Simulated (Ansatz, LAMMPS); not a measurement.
# Relaxing Mg2+ triflate in trimethyl phosphate and diglyme, from a frame at 300 K (131 atoms), part 2 of 3

How does Mg2+ triflate in trimethyl phosphate and diglyme, from a frame at 300 K (131 atoms) relax, and what do bonds, charges and levels look like afterwards?

Ansatz 0.2.0; Kohn-Sham DFT, LDA, PAW (set soft_2), plane waves.

The cell: 26 C, 28 O, 64 H, 4 P, 2 S, 6 F and 1 Mg. The network of contacts between molecules at the start is that of the classical potential that made the cell. The functional has no dispersion term. The density was typed from a rule of thumb and may lie off the real one at this temperature. The Brillouin zone is sampled at Γ only, in a cell whose shortest periodic width is 11 Å.

So far. Step 3 (Single point at the start): Neighbours are counted within 1.34 Å (H-C), 1.73 Å (O-C), 2.08 Å (O-P), 1.88 Å (O-S), 2.52 Å (O-Mg), 1.85 Å (C-C), 1.62 Å (C-F), 2.21 Å (C-S).

## 4. Relaxation

The atoms are relaxed in the fixed cell, aiming at the force tolerance of the input.

input.yaml

```yaml
crystal:
  lattice:
    - [11.48111, 0.0, 0.0]
    - [0.0, 11.48111, 0.0]
    - [0.0, 0.0, 11.48111]
  atoms:
    [... the 131 atom lines of step 3 ...]
kpoints:
  mp_grid: { grid: [1, 1, 1] }
hamiltonian:
  xc: lda
scf:
  occupations: { method: fixed }
output:
  forces: true
relax:
  f_tol: 0.05
  max_steps: 200
```

Run with:

```bash
$ ansatz run input.yaml --threads 4 --pin off --max-ram 8192MiB --backend cpu --events-out ev --progress --plain --runs-dir out
```

Numbers of over 12 decimals in the logs are rounded to 6 here.

Log:

```text
[...]
Crystal: 131 atoms, lattice volume = 1513.393 Å³
Basis set: ecut = 420 eV, 29423 PW (Γ)
Bands: 341, of which v1, the nominal top of the filled ones, is band 210 counted from 1 (209 counted from 0)
Symmetry: 1 space group operations
[...]
k-points: 1
[...]
SCF iter   1: F=—  HF=-34162.366714 eV  |F-HF|=—  |Δ(HF+E_count)|=         —  Δρ=1.06e-2  dr2=1.26e0  ethr=1.77e-3  ⟨swp⟩=5.0  Hψ=1196  notcnv=0  defer=127
[...]
SCF iter   3: F=—  HF=-34161.939020 eV  |F-HF|=—  |Δ(HF+E_count)|=   5.21e-2  Δρ=1.94e-3  dr2=5.43e-2  ethr=4.98e-5  ⟨swp⟩=4.0  Hψ=420  notcnv=0  defer=60
automatic band count: iteration 3 solves 272 bands in place of 341: the levels show a gap, and the empty bands left out lie too high to hold charge; the band table lists the bands solved (type scf.n_extra_bands for more)
SCF iter   4: F=—  HF=-34161.928678 eV  |F-HF|=—  |Δ(HF+E_count)|=   1.03e-2  Δρ=5.65e-4  dr2=6.45e-3  ethr=1.29e-5  ⟨swp⟩=3.0  Hψ=502  notcnv=0  defer=60
[...]
SCF iter   7: F=-34161.929005 eV  HF=-34161.928995 eV  |F-HF|=1.05e-5  |Δ(HF+E_count)|=   8.11e-5  Δρ=4.64e-5  dr2=3.89e-5  ethr=1.49e-8  ⟨swp⟩=4.0  Hψ=1132  notcnv=0
SCF 1 converged in 7 iterations: F = -34161.929005 eV  dr2 = 3.89e-5
[...]
relax step   1: F+E_penalty+E_count = -34161.92900516 eV  Δ(F+E_penalty+E_count) = +0.000e0 eV  max|allowed force component| = 3.615e0 eV/Å  Δτ_max = 0.0000 Å  (7 SCF iters, dr2 threshold 6.25e-5 eV, accepted)
[... from here on, the SCF cycles and remarks between the steps are left out ...]
relax step   2: F+E_penalty+E_count = -34165.96705790 eV  Δ(F+E_penalty+E_count) = -4.038e0 eV  max|allowed force component| = 2.149e0 eV/Å  Δτ_max = 0.1902 Å  (7 SCF iters, dr2 threshold 1.00e-4 eV, accepted)
relax step   3: F+E_penalty+E_count = -34167.19531373 eV  Δ(F+E_penalty+E_count) = -1.228e0 eV  max|allowed force component| = 7.724e-1 eV/Å  Δτ_max = 0.1935 Å  (7 SCF iters, dr2 threshold 1.00e-4 eV, accepted)
relax step   4: F+E_penalty+E_count = -34167.44304267 eV  Δ(F+E_penalty+E_count) = -2.477e-1 eV  max|allowed force component| = 3.995e-1 eV/Å  Δτ_max = 0.1936 Å  (7 SCF iters, dr2 threshold 7.71e-5 eV, accepted)
relax step   5: F+E_penalty+E_count = -34167.60164119 eV  Δ(F+E_penalty+E_count) = -1.586e-1 eV  max|allowed force component| = 2.322e-1 eV/Å  Δτ_max = 0.1933 Å  (7 SCF iters, dr2 threshold 2.06e-5 eV, accepted)
relax step   6: F+E_penalty+E_count = -34167.71027278 eV  Δ(F+E_penalty+E_count) = -1.086e-1 eV  max|allowed force component| = 2.516e-1 eV/Å  Δτ_max = 0.1953 Å  (7 SCF iters, dr2 threshold 1.44e-5 eV, accepted)
relax step   7: F+E_penalty+E_count = -34167.79103253 eV  Δ(F+E_penalty+E_count) = -8.076e-2 eV  max|allowed force component| = 3.506e-1 eV/Å  Δτ_max = 0.1938 Å  (7 SCF iters, dr2 threshold 2.14e-5 eV, accepted)
relax step   8: F+E_penalty+E_count = -34167.86020330 eV  Δ(F+E_penalty+E_count) = -6.917e-2 eV  max|allowed force component| = 4.352e-1 eV/Å  Δτ_max = 0.1941 Å  (6 SCF iters, dr2 threshold 1.00e-4 eV, accepted)
relax step   9: F+E_penalty+E_count = -34167.92921372 eV  Δ(F+E_penalty+E_count) = -6.901e-2 eV  max|allowed force component| = 3.964e-1 eV/Å  Δτ_max = 0.1949 Å  (6 SCF iters, dr2 threshold 1.00e-4 eV, accepted)
relax step  10: F+E_penalty+E_count = -34167.99429468 eV  Δ(F+E_penalty+E_count) = -6.508e-2 eV  max|allowed force component| = 3.106e-1 eV/Å  Δτ_max = 0.1947 Å  (6 SCF iters, dr2 threshold 1.00e-4 eV, accepted)
relax step  11: F+E_penalty+E_count = -34168.03557203 eV  Δ(F+E_penalty+E_count) = -4.128e-2 eV  max|allowed force component| = 3.672e-1 eV/Å  Δτ_max = 0.1949 Å  (6 SCF iters, dr2 threshold 5.92e-5 eV, accepted)
relax step  12: F+E_penalty+E_count = -34168.06027766 eV  Δ(F+E_penalty+E_count) = -2.471e-2 eV  max|allowed force component| = 3.940e-1 eV/Å  Δτ_max = 0.1181 Å  (6 SCF iters, dr2 threshold 8.28e-5 eV, accepted)
relax step  13: F+E_penalty+E_count = -34168.08169904 eV  Δ(F+E_penalty+E_count) = -2.142e-2 eV  max|allowed force component| = 4.708e-1 eV/Å  Δτ_max = 0.1877 Å  (6 SCF iters, dr2 threshold 1.00e-4 eV, accepted)
relax step  14: F+E_penalty+E_count = -34168.09563817 eV  Δ(F+E_penalty+E_count) = -1.394e-2 eV  max|allowed force component| = 4.598e-1 eV/Å  Δτ_max = 0.1170 Å  (6 SCF iters, dr2 threshold 1.00e-4 eV, accepted)
relax step  15: F+E_penalty+E_count = -34168.11013996 eV  Δ(F+E_penalty+E_count) = -1.450e-2 eV  max|allowed force component| = 3.563e-1 eV/Å  Δτ_max = 0.1065 Å  (5 SCF iters, dr2 threshold 1.00e-4 eV, accepted)
relax step  16: F+E_penalty+E_count = -34168.12262672 eV  Δ(F+E_penalty+E_count) = -1.249e-2 eV  max|allowed force component| = 1.518e-1 eV/Å  Δτ_max = 0.1192 Å  (6 SCF iters, dr2 threshold 7.63e-5 eV, accepted)
relax step  17: F+E_penalty+E_count = -34168.12908610 eV  Δ(F+E_penalty+E_count) = -6.459e-3 eV  max|allowed force component| = 2.307e-1 eV/Å  Δτ_max = 0.1166 Å  (7 SCF iters, dr2 threshold 4.18e-6 eV, accepted)
relax step  18: F+E_penalty+E_count = -34168.13487983 eV  Δ(F+E_penalty+E_count) = -5.794e-3 eV  max|allowed force component| = 2.130e-1 eV/Å  Δτ_max = 0.0607 Å  (6 SCF iters, dr2 threshold 9.66e-6 eV, accepted)
relax step  19: F+E_penalty+E_count = -34168.14408743 eV  Δ(F+E_penalty+E_count) = -9.208e-3 eV  max|allowed force component| = 1.899e-1 eV/Å  Δτ_max = 0.1054 Å  (6 SCF iters, dr2 threshold 3.87e-5 eV, accepted)
relax step  20: F+E_penalty+E_count = -34168.15008816 eV  Δ(F+E_penalty+E_count) = -6.001e-3 eV  max|allowed force component| = 2.609e-1 eV/Å  Δτ_max = 0.1153 Å  (7 SCF iters, dr2 threshold 2.86e-5 eV, accepted)
relax step  21: F+E_penalty+E_count = -34168.15420572 eV  Δ(F+E_penalty+E_count) = -4.118e-3 eV  max|allowed force component| = 2.510e-1 eV/Å  Δτ_max = 0.0713 Å  (5 SCF iters, dr2 threshold 5.41e-5 eV, accepted)
relax step  22: F+E_penalty+E_count = -34168.15938857 eV  Δ(F+E_penalty+E_count) = -5.183e-3 eV  max|allowed force component| = 2.203e-1 eV/Å  Δτ_max = 0.0871 Å  (6 SCF iters, dr2 threshold 5.83e-5 eV, accepted)
relax step  23: F+E_penalty+E_count = -34168.16417902 eV  Δ(F+E_penalty+E_count) = -4.790e-3 eV  max|allowed force component| = 1.448e-1 eV/Å  Δτ_max = 0.0790 Å  (6 SCF iters, dr2 threshold 3.74e-5 eV, accepted)
relax step  24: F+E_penalty+E_count = -34168.16881500 eV  Δ(F+E_penalty+E_count) = -4.636e-3 eV  max|allowed force component| = 1.427e-1 eV/Å  Δτ_max = 0.1194 Å  (7 SCF iters, dr2 threshold 9.07e-6 eV, accepted)
relax step  25: F+E_penalty+E_count = -34168.17192993 eV  Δ(F+E_penalty+E_count) = -3.115e-3 eV  max|allowed force component| = 1.975e-1 eV/Å  Δτ_max = 0.1007 Å  (7 SCF iters, dr2 threshold 8.80e-6 eV, accepted)
relax step  26: F+E_penalty+E_count = -34168.17598995 eV  Δ(F+E_penalty+E_count) = -4.060e-3 eV  max|allowed force component| = 1.336e-1 eV/Å  Δτ_max = 0.0683 Å  (5 SCF iters, dr2 threshold 3.79e-5 eV, accepted)
relax step  27: F+E_penalty+E_count = -34168.18052609 eV  Δ(F+E_penalty+E_count) = -4.536e-3 eV  max|allowed force component| = 1.618e-1 eV/Å  Δτ_max = 0.0815 Å  (6 SCF iters, dr2 threshold 8.17e-6 eV, accepted)
relax step  28: F+E_penalty+E_count = -34168.18189660 eV  Δ(F+E_penalty+E_count) = -1.371e-3 eV  max|allowed force component| = 3.323e-1 eV/Å  Δτ_max = 0.1507 Å  (7 SCF iters, dr2 threshold 1.20e-5 eV, accepted)
relax step  29: F+E_penalty+E_count = -34168.18769908 eV  Δ(F+E_penalty+E_count) = -5.802e-3 eV  max|allowed force component| = 2.354e-1 eV/Å  Δτ_max = 0.0198 Å  (5 SCF iters, dr2 threshold 1.00e-4 eV, accepted)
relax step  30: F+E_penalty+E_count = -34168.17881911 eV  Δ(F+E_penalty+E_count) = +8.880e-3 eV  max|allowed force component| = 1.938e-1 eV/Å  Δτ_max = 0.2000 Å  (6 SCF iters, dr2 threshold 2.78e-5 eV, rejected (line search))
relax step  31: F+E_penalty+E_count = -34168.19596204 eV  Δ(F+E_penalty+E_count) = -8.263e-3 eV  max|allowed force component| = 6.607e-2 eV/Å  Δτ_max = 0.0975 Å  (9 SCF iters, accepted)
relax step  32: F+E_penalty+E_count = -34168.20136750 eV  Δ(F+E_penalty+E_count) = -5.405e-3 eV  max|allowed force component| = 5.541e-2 eV/Å  Δτ_max = 0.0976 Å  (9 SCF iters, accepted)
relax step  33: F+E_penalty+E_count = -34168.20727475 eV  Δ(F+E_penalty+E_count) = -5.907e-3 eV  max|allowed force component| = 1.065e-1 eV/Å  Δτ_max = 0.1463 Å  (9 SCF iters, accepted)
relax step  34: F+E_penalty+E_count = -34168.21099697 eV  Δ(F+E_penalty+E_count) = -3.722e-3 eV  max|allowed force component| = 1.695e-1 eV/Å  Δτ_max = 0.1184 Å  (7 SCF iters, dr2 threshold 7.97e-6 eV, accepted)
relax step  35: F+E_penalty+E_count = -34168.21595884 eV  Δ(F+E_penalty+E_count) = -4.962e-3 eV  max|allowed force component| = 1.771e-1 eV/Å  Δτ_max = 0.0999 Å  (6 SCF iters, dr2 threshold 2.87e-5 eV, accepted)
relax step  36: F+E_penalty+E_count = -34168.22200435 eV  Δ(F+E_penalty+E_count) = -6.046e-3 eV  max|allowed force component| = 1.961e-1 eV/Å  Δτ_max = 0.1808 Å  (7 SCF iters, dr2 threshold 3.13e-5 eV, accepted)
relax step  37: F+E_penalty+E_count = -34168.22463259 eV  Δ(F+E_penalty+E_count) = -2.628e-3 eV  max|allowed force component| = 1.680e-1 eV/Å  Δτ_max = 0.0645 Å  (5 SCF iters, dr2 threshold 3.84e-5 eV, accepted)
relax step  38: F+E_penalty+E_count = -34168.22747834 eV  Δ(F+E_penalty+E_count) = -2.846e-3 eV  max|allowed force component| = 8.055e-2 eV/Å  Δτ_max = 0.0272 Å  (5 SCF iters, dr2 threshold 2.07e-5 eV, accepted)
relax step  39: F+E_penalty+E_count = -34168.22895265 eV  Δ(F+E_penalty+E_count) = -1.474e-3 eV  max|allowed force component| = 2.425e-2 eV/Å  Δτ_max = 0.0296 Å  (8 SCF iters, accepted)
SCF converged after 8 iterations
Free energy (F): -34168.228953 eV
[...]
Internal energy: -34168.228953 eV  (E = F + TS)
E sigma→0 (E₀):  -34168.228953 eV
Fermi energy:    -0.598276 eV
[...]
--- Forces (eV/Å), atoms counted from 1 ---
  atom   1  C     -0.00404958    -0.00548337     0.00235651
  atom   2  O     -0.00523272    -0.01001348    -0.00372101
  atom   3  C      0.00095822     0.00140342    -0.00022962
  atom   4  C      0.00270639    -0.00112164    -0.00009786
  atom   5  O     -0.00048129     0.00050419     0.00025509
  atom   6  C      0.00055395    -0.00022742     0.00013274
  atom   7  C     -0.00100766     0.00193688    -0.00026857
  atom   8  O     -0.00007128    -0.00154674     0.00101290
  atom   9  C      0.00130116     0.00229125    -0.00313380
  atom  10  H     -0.00423768     0.00126637     0.00862168
  atom  11  H     -0.00531224     0.00983041    -0.01216203
  atom  12  H      0.01796466     0.00020098     0.00197563
  atom  13  H     -0.00035170    -0.00001551     0.00088544
  atom  14  H     -0.00041707    -0.00201603     0.00072842
[...]
atom 130  F      0.00304969    -0.00439100    -0.00841337
  atom 131  Mg    -0.00211871    -0.00791334    -0.00208978
  max |Σ_I F_I| component: 2.78e-4 eV/Å
--- Relaxed structure (39 steps of the walk, 38 accepted, 0 SCFs on fresh bases) ---
  F+E_penalty+E_count = -34168.22895265 eV   max|allowed force component| = 2.425e-2 eV/Å
  atoms:
    - { symbol: C, position: [0.270532, 0.865680, 0.402687] }
    - { symbol: O, position: [0.227765, 0.755029, 0.368818] }
    - { symbol: C, position: [0.286127, 0.710079, 0.269991] }
    - { symbol: C, position: [0.265267, 0.783440, 0.163123] }
[...]
- { symbol: Mg, position: [0.057751, 0.698937, 0.414681] }
```

The job ended after 4.9 min (4 threads of Arm Neoverse V2, shared host; peak memory 1.5 GiB).

The steps of the relaxation (22 of 39):

| step | energy less that of the first step (eV) | largest force component (eV/Å) |
| --- | --- | --- |
| 1 | 0.0000 | 3.6151 |
| 3 | -5.2663 | 0.7724 |
| 5 | -5.6726 | 0.2322 |
| 6 | -5.7813 | 0.2516 |
| 8 | -5.9312 | 0.4352 |
| 10 | -6.0653 | 0.3106 |
| 12 | -6.1313 | 0.3940 |
| 14 | -6.1666 | 0.4598 |
| 15 | -6.1811 | 0.3563 |
| 17 | -6.2001 | 0.2307 |
| 19 | -6.2151 | 0.1899 |
| 21 | -6.2252 | 0.2510 |
| 23 | -6.2352 | 0.1448 |
| 25 | -6.2429 | 0.1975 |
| 26 | -6.2470 | 0.1336 |
| 28 | -6.2529 | 0.3323 |
| 30 | -6.2498 | 0.1938 |
| 32 | -6.2724 | 0.0554 |
| 34 | -6.2820 | 0.1695 |
| 35 | -6.2870 | 0.1771 |
| 37 | -6.2956 | 0.1680 |
| 39 | -6.2999 | 0.0242 |

Relaxation step 30 was tried and not accepted.

The atoms that moved most (Å):

| atom | dx | dy | dz | length |
| --- | --- | --- | --- | --- |
| H113 | -2.183 | 0.746 | 0.272 | 2.323 |
| H63 | 1.670 | 1.234 | 0.824 | 2.234 |
| H45 | 1.733 | 0.908 | -0.241 | 1.971 |
| H46 | 1.332 | 0.552 | 1.325 | 1.958 |
| H75 | -1.868 | 0.053 | 0.197 | 1.879 |
| F121 | -0.468 | 0.454 | -1.641 | 1.766 |
| H94 | -0.585 | -0.813 | 1.400 | 1.722 |
| F130 | 1.437 | 0.493 | -0.420 | 1.576 |

The relaxation changed the energy by -48.1 meV/atom, and atoms moved by 0.88 Å r.m.s., 2.3 Å at most.

## 5. Structure statistics after relaxation

Bonds before and after, by the cutoffs listed below:

| pair | bonds before | bonds after | mean before (Å) | mean after (Å) | spread before (Å) | spread after (Å) |
| --- | --- | --- | --- | --- | --- | --- |
| H-C | 64 | 64 | 1.091 | 1.104 | 0.026 | 0.005 |
| O-C | 24 | 24 | 1.425 | 1.416 | 0.035 | 0.013 |
| O-P | 16 | 16 | 1.597 | 1.544 | 0.051 | 0.044 |
| O-S | 6 | 6 | 1.456 | 1.452 | 0.024 | 0.011 |
| O-Mg | 6 | 6 | 2.027 | 2.045 | 0.069 | 0.049 |
| C-C | 4 | 4 | 1.525 | 1.500 | 0.021 | 0.004 |
| C-F | 6 | 6 | 1.363 | 1.330 | 0.025 | 0.004 |
| C-S | 2 | 2 | 1.858 | 1.837 | 0.007 | 0.001 |

Density 1.26 g/cm³, 11.55 Å³ an atom.

g(r), total and by pair (bins of 0.2 Å):

| r (Å) | total | H-H | H-O | H-C | H-F | H-P | H-S |
| --- | --- | --- | --- | --- | --- | --- | --- |
| 1.00 | 0.60 | 0.00 | 0.00 | 3.13 | 0.00 | 0.00 | 0.00 |
| 1.20 | 3.00 | 0.00 | 0.00 | 15.45 | 0.00 | 0.00 | 0.00 |
| 1.40 | 1.51 | 0.00 | 0.00 | 0.00 | 0.00 | 0.00 | 0.00 |
| 1.60 | 0.37 | 0.00 | 0.00 | 0.00 | 0.00 | 0.00 | 0.00 |
| 1.80 | 1.25 | 5.08 | 0.00 | 0.00 | 0.00 | 0.00 | 0.00 |
| 2.00 | 1.09 | 0.07 | 4.75 | 0.00 | 0.00 | 0.00 | 0.00 |
| 2.20 | 0.65 | 0.66 | 0.62 | 1.26 | 0.30 | 0.00 | 0.00 |
| 2.40 | 0.96 | 1.54 | 0.91 | 0.18 | 0.53 | 0.00 | 0.00 |
| 2.60 | 1.33 | 1.00 | 1.92 | 1.12 | 1.13 | 0.66 | 0.00 |
| 2.80 | 0.75 | 0.57 | 1.01 | 0.78 | 0.79 | 3.83 | 0.00 |
| 3.00 | 1.06 | 1.03 | 0.67 | 0.88 | 0.68 | 2.37 | 2.58 |
| 3.20 | 0.89 | 0.60 | 0.72 | 1.19 | 0.46 | 1.83 | 1.36 |
| 3.40 | 0.95 | 0.68 | 0.97 | 1.14 | 0.81 | 2.57 | 1.25 |
| 3.60 | 0.88 | 0.70 | 0.78 | 1.00 | 1.21 | 2.00 | 1.06 |
| 3.80 | 1.00 | 1.16 | 0.92 | 0.87 | 0.75 | 0.64 | 0.99 |
| 4.00 | 1.08 | 1.37 | 1.46 | 0.86 | 0.78 | 0.58 | 1.16 |
| 4.20 | 1.22 | 1.10 | 1.73 | 1.09 | 0.72 | 0.67 | 0.80 |
| 4.40 | 1.08 | 1.26 | 1.08 | 1.08 | 1.29 | 0.83 | 0.47 |
| 4.60 | 0.96 | 0.96 | 0.77 | 1.16 | 1.11 | 0.33 | 1.34 |
| 4.80 | 1.00 | 0.85 | 0.92 | 1.43 | 0.61 | 1.12 | 1.44 |
| 5.00 | 1.00 | 0.99 | 1.00 | 1.09 | 0.82 | 0.85 | 1.30 |
| 5.20 | 1.04 | 0.94 | 0.82 | 1.02 | 1.29 | 1.74 | 0.86 |
| 5.40 | 0.97 | 1.05 | 0.89 | 0.82 | 0.97 | 1.21 | 0.64 |
| 5.60 | 1.06 | 1.09 | 1.23 | 0.92 | 1.49 | 0.91 | 0.74 |

Bonds by pair of elements; cutoffs follow the first minimum of g(r), held within bounds set by covalent radii, and pairs that aren't listed don't count as bonded:

| pair A-B | cutoff (Å) | bonds | mean length (Å) | spread (Å) | shortest (Å) | B about A | A about B |
| --- | --- | --- | --- | --- | --- | --- | --- |
| H-C | 1.34 | 64 | 1.10 | 0.005 | 1.10 | 1 | 2.46 |
| O-C | 1.73 | 24 | 1.42 | 0.013 | 1.39 | 0.857 | 0.923 |
| O-P | 1.98 | 16 | 1.54 | 0.044 | 1.46 | 0.571 | 4 |
| O-S | 1.88 | 6 | 1.45 | 0.011 | 1.44 | 0.214 | 3 |
| O-Mg | 2.52 | 6 | 2.04 | 0.049 | 1.98 | 0.214 | 6 |
| C-C | 1.85 | 4 | 1.5 | 0.004 | 1.50 | 0.308 | 0.308 |
| C-F | 1.62 | 6 | 1.33 | 0.004 | 1.32 | 0.231 | 1 |
| C-S | 2.21 | 2 | 1.84 | 0.001 | 1.84 | 0.077 | 1 |

How many atoms have how many bonded neighbours:

| element | mean | 1 | 2 | 3 | 4 | 6 |
| --- | --- | --- | --- | --- | --- | --- |
| C | 4 | 0 | 0 | 0 | 26 | 0 |
| F | 1 | 6 | 0 | 0 | 0 | 0 |
| H | 1 | 64 | 0 | 0 | 0 | 0 |
| Mg | 6 | 0 | 0 | 0 | 0 | 1 |
| O | 1.86 | 6 | 20 | 2 | 0 | 0 |
| P | 4 | 0 | 0 | 0 | 4 | 0 |
| S | 4 | 0 | 0 | 0 | 2 | 0 |

Bond angles, per cent of each kind in bins of 5°:

| angle (°) | H-C-O | H-C-H | O-P-O | C-C-H | O-Mg-O |
| --- | --- | --- | --- | --- | --- |
| 85–90 | 0.0 | 0.0 | 0.0 | 0.0 | 46.7 |
| 90–95 | 0.0 | 0.0 | 0.0 | 0.0 | 33.3 |
| 95–100 | 0.0 | 0.0 | 4.2 | 0.0 | 0.0 |
| 100–105 | 0.0 | 0.0 | 25.0 | 0.0 | 0.0 |
| 105–110 | 51.6 | 82.1 | 29.2 | 81.2 | 0.0 |
| 110–115 | 48.4 | 17.9 | 20.8 | 18.8 | 0.0 |
| 115–120 | 0.0 | 0.0 | 20.8 | 0.0 | 0.0 |
| 120–125 | 0.0 | 0.0 | 0.0 | 0.0 | 0.0 |
| 125–130 | 0.0 | 0.0 | 0.0 | 0.0 | 0.0 |
| 130–135 | 0.0 | 0.0 | 0.0 | 0.0 | 0.0 |
| 135–140 | 0.0 | 0.0 | 0.0 | 0.0 | 0.0 |
| 140–145 | 0.0 | 0.0 | 0.0 | 0.0 | 0.0 |
| 145–150 | 0.0 | 0.0 | 0.0 | 0.0 | 0.0 |
| 150–155 | 0.0 | 0.0 | 0.0 | 0.0 | 0.0 |
| 155–160 | 0.0 | 0.0 | 0.0 | 0.0 | 0.0 |
| 160–165 | 0.0 | 0.0 | 0.0 | 0.0 | 0.0 |
| 165–170 | 0.0 | 0.0 | 0.0 | 0.0 | 0.0 |
| 170–175 | 0.0 | 0.0 | 0.0 | 0.0 | 6.7 |
| 175–180 | 0.0 | 0.0 | 0.0 | 0.0 | 13.3 |

Bond angles (no mean is given where the spread exceeds 20°):

| angle | count | mean (°) | spread (°) |
| --- | --- | --- | --- |
| H-C-O | 64 | 110 | 1.7 |
| H-C-H | 56 | 109 | 1 |
| O-P-O | 24 | 109 | 5.9 |
| C-C-H | 16 | 109 | 0.8 |
| O-Mg-O | 15 | - | - |

Bond length by coordination (bonds to H left out):

| element | coordination | atoms | mean bond length (Å) |
| --- | --- | --- | --- |
| O | 1 | 6 | 1.45 |
| O | 2 | 20 | 1.53 |
| O | 3 | 2 | 1.65 |

For some of the pairs, g(r) has its first main peak near 1.8 Å (H-H), 2.1 Å (H-O), 1.1 Å (H-C), 2.9 Å (H-P) and 3.1 Å (H-S). Counting bonds as in the table, all C atoms have 4, all F atoms have 1, all H atoms have 1 and all Mg atoms have 6 bonded neighbours. The H-C-O angle averages 110° with a spread of 1.7°.

[end of part 2 of 3]

[Logs are printed without paths, hosts, clocks, repeated set-up lines and the standing remarks that a program may print on its own settings, such as how far it seeks lower states.]

[Hosts, paths, dates, database ids (printed as entryN), source tags and the programs' standing remarks are cut or masked in the printed files.]
